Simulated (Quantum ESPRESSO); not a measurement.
# Carrying a functional's shift from two faces of Cu to a third

**Set-up.** Quantum ESPRESSO 7.5 (pw.x, pp.x), GBRV ultrasoft files, cold smearing of 0.02 Ry; slabs at the tabulated lattice constant, relaxed under PBE by Ansatz 0.2.0; both functionals on the same atoms. Work functions in eV.

| face | area an atom (Å²) | PBE | LDA |
| --- | --- | --- | --- |
| (111) | 5.64 | 4.775 | 5.146 |
| (100) | 6.52 | 4.504 | 4.870 |
| (110) | 9.22 | 4.383 | withheld |

**Question.** What does LDA give for (110)?

**Worked estimate.** The shifts from PBE are 5.146 − 4.775 = +0.371 eV and 4.870 − 4.504 = +0.366 eV, +0.369 eV in the mean. A rigid shift gives 4.383 + (+0.369) = 4.752 eV.

**Check.** 4.747 eV; the estimate misses by +0.005 eV. The shift is rigid within 0.03 eV, so differences between faces carry over. The measured value for this face is 4.56 eV (“Anisotropic work function of elemental crystals” (2019, arxiv:1902.07811)): PBE is off by −0.18 eV and LDA by +0.19 eV; other measurements of a face can differ by 0.1 to 0.2 eV.

Caveats: Thin, unreconstructed slabs; thickness and mesh leave some 0.05 to 0.1 eV open, which largely cancels in the shift.
